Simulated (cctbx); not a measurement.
## What resolution and counting buy: TiMnAg2S4

Space group I-42m (no. 121), a = 5.4470 Å, b = 5.4470 Å, c = 10.8310 Å, α = 90.00°, β = 90.00°, γ = 90.00°.

| atom | mult. | x | y | z | Ueq (Å²) |
| --- | --- | --- | --- | --- | --- |
| Ag1 | 4 | 0 | 1/2 | 1/4 | 0.0120 |
| Mn1 | 2 | 0 | 0 | 0 | 0.0142 |
| Ti1 | 2 | 1/2 | 1/2 | 0 | 0.0167 |
| S1 | 8 | 0.7538 | 0.7538 | 0.3647 | 0.0176 |

The model was made for the exercise: a known structure type with other elements put in, its volume estimated, not relaxed; displacement parameters are assumed.

Five simulated data sets (cctbx; Ag Kα, λ = 0.56087 Å; 6 % proportional error) differ in resolution or exposure (noise floor 8 counts in the first three, 8 in the last two). Each is refined with the right model, isotropic at 1.1 Å and anisotropic otherwise. How do the figures of merit and the uncertainties move?

| d min (Å) | top counts | ⟨I/σ⟩ (unmerged, absences included) | unique | param. (scale apart) | Rint | R1 | GooF | largest s.u. xyz (fractional) | s.u. U of S1 (Å²) | largest error (Å) |
| --- | --- | --- | --- | --- | --- | --- | --- | --- | --- | --- |
| 1.1 | 40000 | 4.8 | 76 | 6 | 0.043 | 0.0150 | 0.90 | 0.00029 | 0.0008 | 0.0026 |
| 0.84 | 40000 | 4.2 | 167 | 12 | 0.046 | 0.0127 | 0.82 | 0.00024 | 0.0004 | 0.0013 |
| 0.6 | 40000 | 3.7 | 432 | 12 | 0.045 | 0.0145 | 0.90 | 0.00017 | 0.0002 | 0.0008 |
| 0.75 | 300 | 0.7 | 230 | 12 | 0.304 | 0.0631 | 0.96 | 0.00470 | 0.0039 | 0.0643 |
| 0.75 | 3000 | 2.3 | 230 | 12 | 0.071 | 0.0236 | 0.95 | 0.00103 | 0.0007 | 0.0137 |

The number of reflections grows roughly as 1/d³: 76, 167 and 432 here. R1 follows the noise rather than the truth: at 300 counts it is 0.0631, at 3000 counts 0.0236, while GooF is 0.96 and 0.95: the weights 1/σ² carry the noise. The s.u. of U (U11 where anisotropic) for S1 goes 0.0008, 0.0004, 0.0002 Å² with resolution and 0.0039, 0.0007 Å² with exposure.

Hardware for the 0.6 Å refinement: 0.41 s on 1 thread of Arm Neoverse V2 (shared host), peak memory 0.09 GiB.
